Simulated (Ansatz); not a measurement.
# W2N monolayer: phonons and vibrational spectra, part 2 of 2

Wanted: vibrations and spectra of W2N monolayer; the cell is already relaxed. After the zone centre comes a 6×6×1 q mesh on a 18×18×1 k mesh.

Ansatz 0.2.0; DFT PBEsol, scalar-relativistic, plane waves, PAW; PAW set soft_1.

So far. Step 2 (Modes at Γ): Before it was imposed, the acoustic sum rule was missed by 6.3e-5 eV/Å². Small misses are needed for a sound result but don't prove that mesh and cutoff are converged. The lowest optical mode is real, 93.1 cm⁻¹.

## 3. Response at finite wavevector (continued)

Interpolated from a 6×6×1 q mesh. The phonon branches at the labelled points (cm⁻¹):

```csv
point,branch 1,branch 2,branch 3,branch 4,branch 5,branch 6,branch 7,branch 8,branch 9
Γ,0,0,0,93,93,148,332,332,609
halfway,76,84,98,99,144,156,323,420,584
M,-81,136,143,164,185,207,393,504,585
halfway,-61,137,149,151,176,198,414,503,567
K,85,85,164,167,167,194,490,490,557
halfway,76,78,90,118,155,172,347,438,592
Γ,0,0,0,93,93,148,332,332,609
```

The phonon branches as a text plot (rows in cm⁻¹):

```
    594 |***********      ******                  ***************
    566 |           ******      ******************
    537 |
    508 |             *******************  ****
    479 |                               ***    *****
    451 |           **               ***   **       **
    422 |         **               **        **
    393 |                 *********            ***    ***
    364 |       **    ****                        **     **
    336 |*******  ****                              *****  ******
    307 |   ******                                       ****
    278 |
    249 |
    221 |                   **
    192 |             ******************************
    163 | ****    ******  *******************************  *****
    134 |*    ******  ***************        *******  *****     *
    106 |***************             ****  **********************
     77 |   **********                  ***       ***********
     48 |   ******                    **   **            ****
     19 | ****        **                          **       *****
     -9 |***                         *                       ****
    -38 |                           *        *****
    -67 |               ************
         Γ                   M           K                      Γ
```

Tetrahedra on a 30×30×1 mesh, mean over bins of 10 cm-1. Interpolated from a 6×6×1 q mesh. The phonon density of states by wavenumber; read off at these points:

```csv
wavenumber (cm⁻¹),phonon density of states (1/cm⁻¹/cell)
-85,6.5e-4
-55,0.0112
-15,0.00205
15,0.00464
45,0.0092
85,0.0261
115,0.0333
145,0.0583
175,0.0515
185,0.0195
195,0.0396
215,0
245,0
285,0
315,0.0101
345,0.00751
385,0.0123
415,0.00632
445,0.00503
485,0.00637
505,0.0399
515,0
545,0
565,0.0273
585,0.0184
615,0
```

The partial phonon density of states has structure finer than the step of the table below, so its rows give means over 25 cm⁻¹, whole bins alone (the curve runs from -90.1 to 637 cm⁻¹). Peaks (cm⁻¹: height): N 330.6: 0.0118, 390.1: 0.0134, 504.4: 0.0296, 568.5: 0.0268; W -53.6: 0.0109, 147.7: 0.0597, 175.1: 0.0439, 198.0: 0.0323.

Phonopy on the run's constants, 21x21x1 mesh, Gaussian sigma 5.2 cm-1. Interpolated from a 6×6×1 q mesh. Partial phonon density of states against wavenumber; means over each step; values in 1/cm⁻¹/cell:

```csv
wavenumber (cm⁻¹),N,W
-75,5.6e-4,0.00555
-50,8.1e-4,0.00813
-25,3.0e-4,0.00306
0,1.5e-4,0.00247
25,2.9e-4,0.00536
50,5.6e-4,0.0105
75,7.1e-4,0.0233
100,9.6e-4,0.0336
125,5.9e-4,0.0359
150,4.2e-4,0.0494
175,2.4e-4,0.0352
200,5.3e-5,0.0213
225,7.6e-7,3.1e-4
250,0,0
275,5.2e-7,0
300,0.00377,1.2e-4
325,0.00982,3.0e-4
350,0.00769,2.4e-4
375,0.0101,2.9e-4
400,0.00982,3.8e-4
425,0.00524,3.6e-4
450,0.00460,3.9e-4
475,0.00544,5.2e-4
500,0.0181,0.00156
525,0.00117,9.6e-5
550,0.00610,1.7e-4
575,0.0226,8.2e-4
600,0.00981,4.1e-4
```

Symmetry leaves 7 wavevectors to solve. The lowest mode among them, the acoustic zeros apart, lies at q = (0, -0.5, 0) and is imaginary, 81.2i cm⁻¹, so the energy falls along it.

## 4. Isotope substitution, element N, natural mass 14.007 amu

An isotope changes the mass and not the force constants, so no new electronic calculation is needed; the shifts show which modes move this element.

The same force constants with the mass of N changed from 14.007 to 15.000 u (phonopy, no LO-TO term). Both lists are sorted by frequency; levels can cross, so a row need not hold one and the same mode. Modes under 3 cm⁻¹ are left out. Isotope shifts, by row:

```csv
q,rank,natural mass (cm⁻¹),changed mass (cm⁻¹)
0 0 0,4,93.08,93.08
0 0 0,5,93.08,93.08
0 0 0,6,148.2,148.2
0 0 0,7,332,321.2
0 0 0,8,332,321.2
0 0 0,9,608.8,589.1
0 0.1667 0,1,42.45,42.39
0 0.1667 0,2,68.06,68.01
0 0.1667 0,3,81.08,81.04
0 0.1667 0,4,89.32,89.27
0 0.1667 0,5,119,118.9
0 0.1667 0,6,146.8,146.7
0 0.1667 0,7,307,297.1
0 0.1667 0,8,351.3,340.1
0 0.1667 0,9,591.4,572.4
0 0.3333 0,1,47.4,47.27
0 0.3333 0,2,105.4,105.4
0 0.3333 0,3,117.8,117.7
0 0.3333 0,4,121.6,121.6
0 0.3333 0,5,166.1,166
0 0.3333 0,6,182.9,182.9
0 0.3333 0,7,353.4,341.7
0 0.3333 0,8,486.4,471.4
0 0.3333 0,9,570,551.4
0 -0.5 0,1,-81.17,-80.9
0 -0.5 0,2,135.6,135.6
0 -0.5 0,3,142.9,142.9
0 -0.5 0,4,163.8,163.8
0 -0.5 0,5,184.6,184.5
0 -0.5 0,6,206.8,206.8
0 -0.5 0,7,392.6,379.4
0 -0.5 0,8,503.7,487.6
0 -0.5 0,9,585,566.2
```

A mode of this element alone would shift by -3.37 %. The highest zone-centre frequency without the field goes from 608.8 to 589.1 cm⁻¹ (-3.2 %). The product of the frequency ratios over all optical modes at Γ is 0.906; the product rule, (m/m′)^(3k/2) (M′/M)^(3/2) with k = 1 such atoms and M the mass of the cell, gives 0.906.

## 5. Isotope substitution, element W, natural mass 183.84 amu

The same for W, from 183.84 to 185.95 u.

A mode of this element alone would shift by -0.57 %. The highest zone-centre frequency without the field goes from 608.8 to 608.7 cm⁻¹ (-0.0 %). The product of the frequency ratios over all optical modes at Γ is 0.982; the product rule, (m/m′)^(3k/2) (M′/M)^(3/2) with k = 2 such atoms and M the mass of the cell, gives 0.982.

## 6. Outcome

```json
{
  "space group (within 0.01 Å)": "P-3m1",
  "area per atom": "2.19 Å²",
  "electronic character": "no gap on this mesh",
  "highest optical mode at the zone centre (no LO-TO term)": "609 cm⁻¹",
  "lowest optical zone-centre mode": "93.1 cm⁻¹",
  "lowest mode on the q mesh (acoustic modes at Γ apart)": "-81.2 cm⁻¹",
  "highest frequency on the path or at a solved wavevector": "609 cm⁻¹",
  "imaginary modes on the 6×6×1 q mesh": "yes"
}
```

Modes are clearly imaginary (beyond 10i cm⁻¹) at 2 of the 7 irreducible wavevectors, most at q = (0, -0.5, 0) (81.2i cm⁻¹), so this structure is not a minimum of the energy. The optical modes at Γ span 93 to 609 cm⁻¹. The highest mode in this list at Γ, 608.8 cm⁻¹, is mostly motion of N (96 % of the kinetic energy). With no gap, or one that is small against the smearing, the frequencies hang on the k mesh and the smearing, most of all near Kohn anomalies. The phonon runs are without spin polarisation, although the cell has an odd electron count. In a sheet or slab the interpolated bending branch near Γ is rough, since the rotational sum rule isn't imposed. Spin-orbit coupling is left out, which can matter for the heavy elements here. The PAW files were made for PBE and serve the other functionals too. A phonon run warned that its eigensolver left some bands unconverged in a pass. The starting cell was built on a prototype and not taken from a measurement. These are harmonic frequencies at zero temperature: anharmonic shifts, linewidths and thermal expansion are left out.

[Logs are printed without paths, hosts, clocks, repeated set-up lines and the standing remarks that a program may print on its own settings, such as how far it seeks lower states.]

[Hosts, paths, dates, database ids (printed as entryN), source tags and the programs' standing remarks are cut or masked in the printed files.]
